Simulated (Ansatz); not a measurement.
# Gap against strain: AlAs wire along [111], 24 atoms a period, H-terminated

Set-up. Ansatz 0.2.0, plane waves with PAW datasets, PBE, Fermi-Dirac smearing of 0.05 eV, no spin-orbit coupling. The period is scaled from its relaxed value of 9.933 Å and the atoms relax, within the symmetry of the start, at each strain ε (in %); gaps, in eV, are read on a band path.

| period (Å) | energy (eV a cell) | place of the conduction minimum (Γ = 0, Z = 1) | ε | gap |
| --- | --- | --- | --- | --- |
| 9.535 | +0.164 | 0.00 | −4 | 3.194 |
| 9.734 | +0.042 | 0.00 | −2 | 3.237 |
| 9.933 | 0.000 | 0.00 | 0 | 3.282 |
| 10.330 | +0.131 | 0.00 | 4 | 3.298 |
| 10.529 | +0.309 | 0.00 | 6 | 3.266 |

One run is withheld: period (Å) = 10.131, with ε = 2. Fit a straight line gap = a + b × ε to the 5 rows shown and predict it.

**Fit.** The means are 0.8 for ε and 3.255 for gap. The sum of products of deviations is 0.5196 and the sum of squares in ε is 68.8, so b = 0.5196 / 68.8 = 0.007553 and a = 3.255 − (0.007553) × 0.8 = 3.249. The residuals' standard deviation, with 3 degrees of freedom, is σ = 0.031.

**Prediction.** gap = 3.249 + (0.007553) × 2 = 3.264. The run gave 3.286, so the prediction less the run is −0.021. The standard error of a prediction there, σ√(1 + 1/5 + (2 − 0.8)²/68.8), is 0.034, and the miss is 0.62 times that, for a point between the fitted rows. With so few rows σ is itself uncertain. The slope is only 2.0 times its own standard error, so the line says little more than the mean does.

The gap does not move one way: it turns somewhere between ε = 2 and 6 %, and the true extreme can lie between the rows, beyond the values shown.

Caveats: Kohn-Sham gaps of a wire among periodic images, which in a check on one flat ribbon (7 Å apart) lowered the gap by 0.2 eV and flattened the slope; the slope b × 100 is a mean deformation potential of the gap, in eV per unit strain. Between neighbouring runs it lies between −1.6 and 2.3 eV, so a bend, a kink or scatter between runs makes one line a rough account. The unstrained row comes from a denser mesh than the others, which shifts its energy a little. Series of this kind are told only where this holds: a gap at every strain (compound wires with polar facets were set aside first). 88 of 101 did.
